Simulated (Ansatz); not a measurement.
# Quasi-harmonic thermodynamics of CaO (Lime, Fm-3m), part 2 of 6

Wanted: α(T), C_P(T) and B(T) of CaO (Lime) in the quasi-harmonic approximation.

What experiment has found for this phase:
- heat capacity C_P per formula unit 42.2 J/mol/K and bulk modulus 113 GPa near room temperature (given in “High-Throughput Prediction of Finite-Temperature Properties using the Quasi-Harmonic Approximation”, 2016, arXiv:1603.06924)

Ansatz 0.2.0; DFT LDA, scalar-relativistic, plane waves, PAW (the session's first sound run).

So far. Step 2 (A first coarse run): The start is under -7.4 GPa at this level and looks like an insulator or semiconductor on this mesh.

## Step 4: Tight relaxation

The thresholds are tightened for a last relaxation ahead of the phonons, and where mesh or smearing change with them the cell follows.

File input.yaml:

```yaml
crystal:
  lattice:
    - [0.0, 2.3539881328, 2.3539881328]
    - [2.3539881328, 0.0, 2.3539881328]
    - [2.3539881328, 2.3539881328, 0.0]
  atoms:
    - { symbol: Ca, position: [0.0, 0.0, 0.0] }
    - { symbol: O, position: [0.5, 0.5, 0.5] }
kpoints:
  mp_grid: { grid: [8, 8, 8] }
hamiltonian:
  xc: lda
scf:
  occupations: { method: fixed }
  lower_state_search: "off"
output:
  forces: true
  stress: true
  eigenvalues: true
  write_density: true
  write_potential: true
  elf: true
  volumetric_format: npy
relax:
  adjacent_minimum: "off"
  f_tol: 0.001
  max_steps: 60
  cell: { stress_tol: 0.01 }
```

The run is started by

```bash
$ ansatz run input.yaml --threads 4 --pin off --max-ram 16384MiB --backend cpu --events-out ev --progress --plain --runs-dir out
```

Numbers of over 12 decimals in the logs are rounded to 6 here.

What it wrote:

```text
[...]
Crystal: 2 atoms, lattice volume = 26.088 Å³
Basis set: ecut = 420 eV, 531 PW (Γ)
Bands: 12, of which v1, the nominal top of the filled ones, is band 8 counted from 1 (7 counted from 0)
Symmetry: 48 space group operations
[...]
k-points: 29 of 512
[...]
SCF iter   1: F=—  HF=-2331.659074 eV  |F-HF|=—  |Δ(HF+E_count)|=         —  Δρ=1.71e-2  dr2=7.34e-2  ethr=1.77e-3  ⟨swp⟩=4.6  Hψ=2054  notcnv=0  defer=9
[...]
SCF iter   6: F=-2331.639763 eV  HF=-2331.639763 eV  |F-HF|=1.51e-8  |Δ(HF+E_count)|=   9.04e-7  Δρ=1.27e-5  dr2=2.64e-8  ethr=6.25e-10  ⟨swp⟩=8.0  Hψ=2817  notcnv=0
SCF 1 converged in 6 iterations: F = -2331.639763 eV  dr2 = 2.64e-8
[...]
relax step   1: F+E_penalty+E_count = -2331.63976250 eV  Δ(F+E_penalty+E_count) = +0.000e0 eV  max|allowed force component| = 7.520e-29 eV/Å  Δτ_max = 0.0000 Å  P = -0.013 GPa  Ω = 26.088 Å³  (6 SCF iters, dr2 threshold 1.00e-7 eV, accepted)
Crystal: 2 atoms, lattice volume = 26.085 Å³
[...]
SCF iter   4: F=-2331.639774 eV  HF=-2331.639774 eV  |F-HF|=6.64e-11  |Δ(HF+E_count)|=  7.37e-11  Δρ=1.26e-6  dr2=2.43e-10  ethr=2.55e-12  ⟨swp⟩=4.7  Hψ=1534  notcnv=0
SCF 2 converged in 4 iterations: F = -2331.639774 eV  dr2 = 2.43e-10
relax step   2: F+E_penalty+E_count = -2331.63977370 eV  Δ(F+E_penalty+E_count) = -1.119e-5 eV  max|allowed force component| = 4.628e-29 eV/Å  Δτ_max = 0.0000 Å  P = +0.001 GPa  Ω = 26.085 Å³  energy of the carried Pulay correction = +1.108e-5 eV  (4 SCF iters, dr2 threshold 4.08e-10 eV, accepted)
[...]
SCF iter   6: F=-2331.639774 eV  HF=-2331.639774 eV  |F-HF|=4.55e-13  |Δ(HF+E_count)|=  4.55e-13  Δρ=3.79e-8  dr2=1.02e-13  ethr=1.00e-12  ⟨swp⟩=6.1  Hψ=1811  notcnv=0
SCF 3 converged in 6 iterations: F = -2331.639774 eV  dr2 = 1.02e-13
relax step   3: F+E_penalty+E_count = -2331.63977370 eV  Δ(F+E_penalty+E_count) = -9.004e-11 eV  max|allowed force component| = 4.812e-29 eV/Å  Δτ_max = 0.0000 Å  P = +0.001 GPa  Ω = 26.085 Å³  stress off target by 7.41e-4 GPa  SCF on the basis re-selected at this cell (its energy is not comparable with the rows above)  (6 SCF iters)
basis re-selected at this cell: Δ(F+E_penalty+E_count) = -9.004e-11 eV, ΔP = -0.001 GPa vs the last step (what re-selecting the basis moved, of the pressure what is left beyond the Pulay correction that the steps carried, after the strain that the cell walked since its last selection, with what the two solves' SCF thresholds leave and, on support functions, any second-order correction that the steps lacked; it is no  [...]
SCF converged after 6 iterations
Free energy (F): -2331.639774 eV
[...]
Internal energy: -2331.639774 eV  (E = F + TS)
E sigma→0 (E₀):  -2331.639774 eV
Fermi energy:    7.995496 eV
[...]
--- Stress (GPa, compression-positive) ---
        0.000741      -0.000000      -0.000000
       -0.000000       0.000741      -0.000000
       -0.000000      -0.000000       0.000741
  P = ⅓ Tr σ = 0.0007 GPa (0.007 kbar)
--- Band table (eV; the first three rows and the last of 29) ---
  k-point 0: bands = [... 4 lower, -7.3318, 7.9955, 7.9955, 7.9955, 13.0843, 14.2656, 14.2656, 14.2656]
  k-point 1: bands = [... 4 lower, -7.0262, 7.4276, 7.7565, 7.7565, 13.7773, 14.2294, 14.5561, 14.5561]
  k-point 2: bands = [... 4 lower, -6.4512, 6.3519, 7.2502, 7.2502, 14.3166, 15.2650, 15.3221, 15.3221]
  k-point 28: bands = [... 4 lower, -6.5528, 6.5884, 6.9281, 6.9281, 14.3836, 14.3836, 16.8166, 17.9662]
--- Relaxed structure (2 steps of the walk, 2 accepted, 1 SCFs on fresh bases) ---
[...]
cell:  # Å, volume = 26.0853 Å³
    - [0, 2.353903, 2.353903]
    - [2.353903, 0, 2.353903]
    - [2.353903, 2.353903, 0]
  atoms:
    - { symbol: Ca, position: [0, 0, 0] }
    - { symbol: O, position: [0.500000, 0.500000, 0.500000] }
```

The job ended after 0.92 s (4 threads of Arm Neoverse V1, shared host; peak memory 0.27 GiB; 2.6 s of CPU time).

Little changed from the start: no atom moved by 0.005 Å and no cell edge by 0.1 %.

This step gave:

* pressure: 7.41e-4 GPa
* gap on the k-mesh: 3.450 eV

Electrostatic potential energy in the ac plane of the conventional cell at fractional y = 0.000, with atoms of Ca and O within 0.2 Å of it. With pseudopotentials it is smooth inside the atoms' cores, unlike the true potential.

Values in eV, 14 rows by 14 columns, each cell a mean:
```
-54 -40 -11   6  11  -7 -32 -38 -22   7   9  -1 -25 -50
-30 -18  -1   8  11   9  -7 -12   2  12  10   5  -9 -25
 -2   2   7  10  12  11  11  10  11  12  11   9   5  -1
  9  10  11  11  10   8   6   5   7   9  11  11  10   9
  4  10  12  11   7  -1 -11 -14  -6   4   9  12  12   7
-27 -11  10  10   2 -18 -40 -46 -30  -6   7  11   2 -22
-47 -27   4   9  -2 -30 -54 -55 -46 -14   5  10 -12 -38
-38 -22   7   9  -1 -25 -50 -54 -40 -11   6  11  -7 -32
-12   2  12  10   5  -9 -25 -30 -18  -1   8  11   9  -7
 10  11  12  11   9   5  -1  -2   2   7  10  12  11  11
  5   7   9  11  11  10   9   9  10  11  11  10   8   6
-14  -6   4   9  12  12   7   4  10  12  11   7  -1 -11
-46 -30  -6   7  11   2 -22 -27 -11  10  10   2 -18 -40
-55 -46 -14   5  10 -12 -38 -47 -27   4   9  -2 -30 -54
```
Columns run along a (4.7 Å; values clipped at the 3rd and 97th percentile), rows up along c (4.7 Å), edges of the conventional cell, whose origin can differ from the input's. Atoms in or near the plane, at fractional coordinates: Ca at (0.00, 0.00), Ca at (0.50, 0.50), O at (0.50, 0.00), O at (0.00, 0.50).

ELF in the ac plane of the conventional cell at fractional y = 0.000, with atoms of Ca and O within 0.2 Å of it. It is the smooth field of the valence electrons, not physical close to the nuclei.

Ten even steps from '0' (0.04) to '9' (0.85), each cell a mean:
```
99715976982399
98404899971179
42002455530013
22100011100012
87510478620378
89722899961599
48824999981596
69823999971597
99711799840489
55300134200245
11000122210001
86203788751047
99615998972289
99815964882499
```
Columns run along a (4.7 Å), rows up along c (4.7 Å), edges of the conventional cell, whose origin can differ from the input's. Atoms in or near the plane, at fractional coordinates: Ca at (0.00, 0.00), Ca at (0.50, 0.50), O at (0.50, 0.00), O at (0.00, 0.50).

Valence density in the ac plane of the conventional cell at fractional y = 0.000, with atoms of Ca and O within 0.2 Å of it. It is the smooth field of the valence electrons, not physical close to the nuclei.

Values in e/Å³, 14 rows by 14 columns, each cell a mean:
```
5.9 3.9 1.2 0.3 0.4 1.7 4.8 5.9 3.1 0.8 0.3 0.5 2.4 5.2
2.8 1.7 0.5 0.2 0.3 0.7 1.7 2.1 1.2 0.4 0.2 0.3 1.0 2.4
0.6 0.4 0.2 0.1 0.1 0.3 0.4 0.5 0.4 0.2 0.1 0.1 0.3 0.5
0.3 0.2 0.1 0.1 0.1 0.2 0.3 0.3 0.2 0.1 0.1 0.1 0.2 0.3
1.0 0.6 0.3 0.1 0.2 0.5 1.2 1.4 0.8 0.3 0.1 0.2 0.4 0.8
3.9 2.1 0.6 0.2 0.4 1.7 3.9 4.5 2.8 0.8 0.2 0.4 1.2 3.1
7.0 3.9 1.0 0.3 0.6 2.8 5.9 6.6 4.5 1.4 0.3 0.5 2.1 5.9
5.9 3.1 0.8 0.3 0.5 2.4 5.2 5.9 3.9 1.2 0.3 0.4 1.7 4.8
2.1 1.2 0.4 0.2 0.3 1.0 2.4 2.8 1.7 0.5 0.2 0.3 0.7 1.7
0.5 0.4 0.2 0.1 0.1 0.3 0.5 0.6 0.4 0.2 0.1 0.1 0.3 0.4
0.3 0.2 0.1 0.1 0.1 0.2 0.3 0.3 0.2 0.1 0.1 0.1 0.2 0.3
1.4 0.8 0.3 0.1 0.2 0.4 0.8 1.0 0.6 0.3 0.1 0.2 0.5 1.2
4.5 2.8 0.8 0.2 0.4 1.2 3.1 3.9 2.1 0.6 0.2 0.4 1.7 3.9
6.6 4.5 1.4 0.3 0.5 2.1 5.9 7.0 3.9 1.0 0.3 0.6 2.8 5.9
```
Columns run along a (4.7 Å), rows up along c (4.7 Å), edges of the conventional cell, whose origin can differ from the input's. Atoms in or near the plane, at fractional coordinates: Ca at (0.00, 0.00), Ca at (0.50, 0.50), O at (0.50, 0.00), O at (0.00, 0.50).

The residual pressure is 7.4e-4 GPa, small enough for phonons.

(Part 2 of 6 ends here.)

[Logs are printed without paths, hosts, clocks, repeated set-up lines and the standing remarks that a program may print on its own settings, such as how far it seeks lower states.]

[Hosts, paths, dates, database ids (printed as entryN), source tags and the programs' standing remarks are cut or masked in the printed files.]

[A step with changed settings may run another functional than the one named; its input shows which.]
